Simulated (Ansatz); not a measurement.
# G0W0 on several functionals: Sr3AlN3 (P6_3/m), part 2 of 2

Aim: G0W0 for Sr3AlN3 (P6_3/m) on several starting functionals, at one mesh, band count and screening cutoff.

Ansatz 0.2.0; G0W0 on several functionals, plane waves, PAW. Known limits of the many-body steps: not at the basis limit; no spin-orbit coupling; coarse k mesh.

So far. Step 2 (G0W0 on LDA): The gap on the mesh goes from 0.45 eV to 1.01 eV, a correction of +0.56 eV. Between the two edge states, bare exchange in place of the xc potential would open the gap by 6.66 eV, and correlation takes back 6.10 eV.

In doubt: masses and optical values from hybrid runs of this build are listed as unsure (step 4), which bears on the screening that GW takes from such a start.

## 3. G0W0 on PBE

One-shot GW remembers its start. Another functional's orbitals and levels show by how much.

This step: G0W0 on PBE, plane waves, PAW; PAW set soft_1.

File input.yaml:

```yaml
crystal:
  lattice:
    - [7.6614142586, 0.0, 0.0]
    - [-3.8307071293, 6.6349793769, 0.0]
    - [0.0, 0.0, 5.395857]
  atoms:
    - { symbol: Sr, position: [0.927824, 0.640649, 0.25] }
    - { symbol: Sr, position: [0.712825, 0.072176, 0.25] }
    - { symbol: Sr, position: [0.359351, 0.287175, 0.25] }
    - { symbol: Sr, position: [0.072176, 0.359351, 0.75] }
    - { symbol: Sr, position: [0.287175, 0.927824, 0.75] }
    - { symbol: Sr, position: [0.640649, 0.712825, 0.75] }
    - { symbol: Al, position: [0.66666667, 0.33333333, 0.75] }
    - { symbol: Al, position: [0.33333333, 0.66666667, 0.25] }
    - { symbol: "N", position: [0.893933, 0.589504, 0.75] }
    - { symbol: "N", position: [0.695571, 0.106067, 0.75] }
    - { symbol: "N", position: [0.410496, 0.304429, 0.75] }
    - { symbol: "N", position: [0.106067, 0.410496, 0.25] }
    - { symbol: "N", position: [0.304429, 0.893933, 0.25] }
    - { symbol: "N", position: [0.589504, 0.695571, 0.25] }
kpoints:
  mp_grid: { grid: [3, 3, 4] }
hamiltonian:
  xc: pbe
  pseudopotentials: { kind: paw, azcp: { folder: soft_1 } }
scf:
  occupations: { method: fixed }
gw:
  n_empty_bands: 1031
  ecut_chi: 140.0
  qp_bands: [v4, c4]
  qp_kpoints: band_edges
  screening: { model: contour_deformation }
```

Launch:

```
$ ansatz run input.yaml --threads 2 --pin off --max-ram 92160MiB --backend cuda --events-out ev --progress --plain --runs-dir out --devices 1 --max-vram 13GiB
```

Numbers of over 12 decimals in the logs are rounded to 6 here.

Output:

```text
GPUs: using 1 of 1 available (devices: 1).
[...]
GPU FFT provider: cuFFT
GPU libraries: cuBLAS 13.8.2, cuFFT 12.4.0, cuSOLVER 12.3.4
Crystal: 14 atoms, lattice volume = 274.289 Å³
Basis set: ecut = 420 eV, 5329 PW (Γ)
Bands: 62, of which v1, the nominal top of the filled ones, is band 48 counted from 1 (47 counted from 0)
Symmetry: 12 space group operations
[...]
k-points: 9 of 36
[...]
GPU buffer pool allocated for 116640 grid points (all kernels)
[...]
SCF iter   1: F=—  HF=-24658.071080 eV  |F-HF|=—  |Δ(HF+E_count)|=         —  Δρ=4.28e-2  dr2=9.62e0  ethr=3.10e-3  ⟨swp⟩=6.1  Hψ=2126  notcnv=0  defer=100
[...]
SCF iter   9: F=-24655.477666 eV  HF=-24655.477666 eV  |F-HF|=1.04e-8  |Δ(HF+E_count)|=   7.19e-7  Δρ=3.84e-6  dr2=6.57e-8  ethr=1.04e-10  ⟨swp⟩=17.9  Hψ=4184  notcnv=0
SCF 1 converged in 9 iterations: F = -24655.477666 eV  dr2 = 6.57e-8
[...]
NSCF: frozen V_eff on 9 k-points
[...]
G₀W₀ screening: q 1/9
[... further progress lines ...]
[...]
SCF converged after 9 iterations
Free energy (F): -24655.477666 eV
[...]
Internal energy: -24655.477666 eV  (E = F + TS)
E sigma→0 (E₀):  -24655.477666 eV
Fermi energy:    7.260647 eV
[...]
--- Band table (eV; the first three rows and the last of 9) ---
  k-point 0: bands = [... 44 lower, 6.9914, 7.1741, 7.1741, 7.2606, 7.7569, 9.5315, 9.5575, 9.9305, ... 10 higher]
  k-point 1: bands = [... 44 lower, 6.9009, 6.9009, 6.9667, 7.1510, 8.4209, 9.3088, 9.6169, 9.9558, ... 10 higher]
  k-point 2: bands = [... 44 lower, 6.7832, 6.7832, 6.9926, 6.9926, 9.1109, 9.1109, 9.6356, 9.6356, ... 10 higher]
  k-point 8: bands = [... 44 lower, 6.7300, 6.7300, 6.7454, 6.7454, 9.2469, 9.2469, 9.8341, 9.8341, ... 10 higher]
[...]
0    45      6.9914   -18.9744     3.0501   -15.4722  0.6723     6.5185     6.5394  root
     0    46      7.1741   -19.3384     2.8510   -16.0536  0.6765     6.7232     6.7403  root
     0    47      7.1741   -19.3384     2.8510   -16.0536  0.6765     6.7232     6.7403  root
     0    48      7.2606   -19.7352     3.0711   -16.2552  0.6738     6.8373     6.8518  root
     0    49      7.7569    -6.6518    -3.0598    -9.7383  0.7515     7.7837     7.7836  root
     0    50      9.5315    -6.9613    -3.9333   -11.0574  0.7160     9.6958     9.6942  root
     0    51      9.5575    -5.8264    -3.8735    -9.9110  0.7451     9.7711     9.7686  root
     0    52      9.9305    -5.2965    -4.0461    -9.3903  0.7098     9.9784     9.9781  root
[...]
8    49      9.2469    -6.9834    -3.8266   -11.0075  0.7237     9.4467     9.4444  root
     8    50      9.2469    -6.9834    -3.8266   -11.0075  0.7237     9.4467     9.4444  root
     8    51      9.8341    -5.3487    -3.8612    -9.3265  0.7284     9.9516     9.9507  root
     8    52      9.8341    -5.3487    -3.8612    -9.3265  0.7284     9.9516     9.9507  root
```

Run time: 69 s. Hardware: 1 × NVIDIA H100 80GB HBM3 (shared by 6 runs) with 2 threads of AMD EPYC 7R13 (Zen 3), shared host; peak memory 3.9 GiB; 1.9 min of CPU time.

This step gave:

```
bands summed                                 : 1079
RPA ε∞ on this mesh (eigenvalues)            : 4.902, 8.574, 8.574
plane waves in the screening matrix          : 1037
q-points in the mesh                         : 36
G0W0 gap on the mesh                         : 0.9319 eV
k of the valence top                         : 0, 0, 0
k of the conduction bottom                   : 0, 0, 0
starting gap on the mesh                     : 0.4963 eV
Z at the valence top                         : 0.6738
Z at the conduction bottom                   : 0.7515
least direct G0W0 gap on the computed points : 0.9319 eV
```

Against the run with 3×3×4 mesh, 1031 empty bands, screening to 140 eV, PAW set soft_1 files on LDA, the gap moves by −0.07 eV, while the start moved by +0.05 eV.

## 4. G0W0 on HSE06

This step: G0W0 on HSE06, plane waves, PAW; PAW set soft_1.

input.yaml, as its differences from that of step 3:

```diff
@@ -23,3 +23,3 @@
 hamiltonian:
-  xc: pbe
+  xc: hse06
   pseudopotentials: { kind: paw, azcp: { folder: soft_1 } }
```

Output:

```text
GPUs: using 1 of 1 available (devices: 1).
[...]
davidson cushion auto → on  (no smearing: the cushion is to keep the highest requested band from converging to the state above it; pin scf.eigensolver.cushion to override)
[...]
GPU FFT provider: cuFFT
GPU libraries: cuBLAS 13.8.2, cuFFT 12.4.0, cuSOLVER 12.3.4
Crystal: 14 atoms, lattice volume = 274.289 Å³
Basis set: ecut = 420 eV, 5329 PW (Γ)
[...]
0    51      9.8894    -5.3159    -3.6511    -9.1061  0.8015    10.0289    10.0285  root
     0    52     10.2546    -4.8814    -3.7781    -8.6427  0.7765    10.2378    10.2378  root
[...]
8    49      9.5397    -6.4039    -3.6633   -10.2122  0.7832     9.6851     9.6847  root
     8    50      9.5397    -6.4039    -3.6633   -10.2122  0.7832     9.6851     9.6847  root
     8    51     10.1590    -4.8341    -3.6025    -8.4756  0.7902    10.1980    10.1979  root
     8    52     10.1590    -4.8341    -3.6025    -8.4756  0.7902    10.1980    10.1979  root
[key lines of the parts left out:]
Free energy (F): -24670.518838 eV
Fermi energy:    6.610156 eV
```

It took 3.4 min on 1 × NVIDIA H100 80GB HBM3 (shared by 6 runs) with 2 threads; peak memory 4.3 GiB; 4.6 min of CPU time.

This step gave:

```yaml
bands_summed: 1079
rpa_eps_infinity_on_this_mesh_eigenvalues: 3.844, 4.851, 4.851
plane_waves_in_the_screening_matrix: 1037
g0w0_gap_on_the_mesh: 1.486 eV
k_of_the_valence_top: 0, 0, 0
k_of_the_conduction_bottom: 0, 0, 0
starting_gap_on_the_mesh: 1.336 eV
least_direct_g0w0_gap_on_the_computed_points: 1.486 eV
```

Against the run with 3×3×4 mesh, 1031 empty bands, screening to 140 eV, PAW set soft_1 files on PBE, the gap moves by +0.55 eV, while the start moved by +0.84 eV.

## 5. Side by side

All on the 3×3×4 mesh with 1031 empty bands and screening to 140 eV. Times are wall times on 1 × NVIDIA H100 80GB HBM3 (shared by 6 runs) with 2 threads of AMD EPYC 7R13 (Zen 3), shared host, good to a factor of about two.

```csv
start,starting gap (eV),shift (eV),G0W0 gap (eV),RPA ε∞ (harmonic mean),"Z (valence, conduction)",time
LDA,0.45,+0.56,1.01,7.24,"0.67, 0.75",98 s
PBE,0.50,+0.44,0.93,6.86,"0.67, 0.75",69 s
HSE06,1.34,+0.15,1.49,4.46,"0.74, 0.81",3.4 min
```

How the two edges are built up, in eV (the quasiparticle level is the starting level plus Σx plus Σc less Vxc):

```csv
run,edge,start,Σx,Σc,Vxc,Z,QP
LDA,valence top,6.91,-19.67,2.97,-16.43,0.67,6.64
LDA,conduction bottom,7.36,-6.86,-3.13,-10.28,0.75,7.65
PBE,valence top,7.26,-19.74,3.07,-16.26,0.67,6.85
PBE,conduction bottom,7.76,-6.65,-3.06,-9.74,0.75,7.78
HSE06,valence top,6.57,-19.88,2.76,-17.05,0.74,6.50
HSE06,conduction bottom,7.95,-5.72,-3.18,-8.93,0.81,7.98
```

For a hybrid start, Vxc holds its share of exact exchange. Where G0W0 reorders the edges (HSE06), the two states listed lie further apart at the start than the starting gap.

## 6. Results

* G0W0@LDA: 1.01 eV (start 0.45 eV)
* G0W0@PBE: 0.93 eV (start 0.50 eV)
* G0W0@HSE06: 1.49 eV (start 1.34 eV)
* known limits: not at the basis limit; no spin-orbit coupling; coarse k mesh

What this shows: The starting gaps span 0.89 eV and the G0W0 gaps 0.55 eV. Between LDA and HSE06, 0.48 eV of the 0.89 eV survives, 54 %. The order is not kept throughout: PBE starts 0.05 eV above LDA and ends 0.07 eV below it, so orbitals matter beside the gap. The smallest correction, +0.15 eV, is on HSE06, the start nearest to reproducing itself. Bands and cutoff are finite, so the gap is not at the basis limit. The miss can reach some tenths of an eV and take either sign; the mesh is an error of its own. The 3×3×4 mesh is coarse for this cell (its supercell is 22 Å along the shortest edge). The RPA ε∞ on it, from the LDA start, is 5.06 and 9.23; such meshes misread the long-range screening, most where the gap is narrow. The many-body steps are scalar-relativistic: spin-orbit coupling is not in them.

[Paths, hosts, dates, memory and timing lines, banners, echoed tables and standing remarks are left out of the program output.]

[Logs are printed without paths, hosts, clocks, repeated set-up lines and the standing remarks that a program may print on its own settings, such as how far it seeks lower states.]

[Runs of the session that timed out or met a known fault of the program may be left out.]

[Cells called generated may have been cut or substituted from an entry of the Crystallography Open Database or the Materials Project.]

[Hosts, paths, dates, database ids (printed as entryN), source tags and the programs' standing remarks are cut or masked in the printed files.]
